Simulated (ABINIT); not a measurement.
An input for ABINIT 10.8.3 (NaCl (Fm-3m)):

```
acell 3*1.0 Angstrom
rprim 
  0.000000000000 2.810000000000 2.810000000000
  2.810000000000 0.000000000000 2.810000000000
  2.810000000000 2.810000000000 0.000000000000
ntypat 2
znucl 11 17
natom 2
typat 1 2
xred 
  0.000000000000 0.000000000000 0.000000000000
  0.500000000000 0.500000000000 0.500000000000
pp_dirpath "pseudos"
pseudos "Na.upf, Cl.upf"
ecut 38
ngkpt 4 4 4
nshiftk 1
shiftk 0 0 0
kptopt 1
chksymbreak 0
istwfk *1
occopt 1
irdwfk 1
optdriver 4
nband 37
gwcalctyp 10
ecutsigx 38
symsigma 1
nkptgw 8
kptgw 
  0.0000000000 0.0000000000 0.0000000000
  0.2500000000 0.0000000000 0.0000000000
  0.5000000000 0.0000000000 0.0000000000
  0.2500000000 0.2500000000 0.0000000000
  0.5000000000 0.2500000000 0.0000000000
  -0.2500000000 0.2500000000 0.0000000000
  0.5000000000 0.5000000000 0.0000000000
  -0.2500000000 0.5000000000 0.2500000000
bdgw 
  1 30
  1 30
  1 30
  1 30
  1 30
  1 30
  1 30
  1 30
ecuteps 3.9
irdscr 1
ppmodel 1
irdqps 1
indata_prefix "in"
outdata_prefix "out"
tmpdata_prefix "tmp"
```

The database entry behind the starting cell differs from later determinations by our own check (an axis about 0.4 % short against later determinations), so it need not match the best structure at ambient conditions.

```sh
OMP_NUM_THREADS=1 mpirun -n 4 abinit run.abi > log
```

Q: Estimate wall time and host memory on 4 MPI ranks of Arm Neoverse V2, shared host.

It took 45 s; on shared hardware allow 22 s to 89 s. Peak host memory was 2.1 GiB.

[Paths, hosts, dates, memory and timing lines, banners, echoed tables and standing remarks are left out of the program output.]

[Logs are printed without paths, hosts, clocks, repeated set-up lines and the standing remarks that a program may print on its own settings, such as how far it seeks lower states.]

[Runs of the session that timed out or met a known fault of the program may be left out.]

[Hosts, paths, dates, database ids (printed as entryN), source tags and the programs' standing remarks are cut or masked in the printed files.]

[G0W0 gaps are taken among the corrected bands and points alone; a level outside them can change the order at an edge.]

[Where Ansatz stands beside ABINIT at settings called matched, ABINIT's density can come from a denser mesh and the files from another edition; pairs whose starting gaps differed by over 0.03 eV were left out, so agreement reads better than it is.]
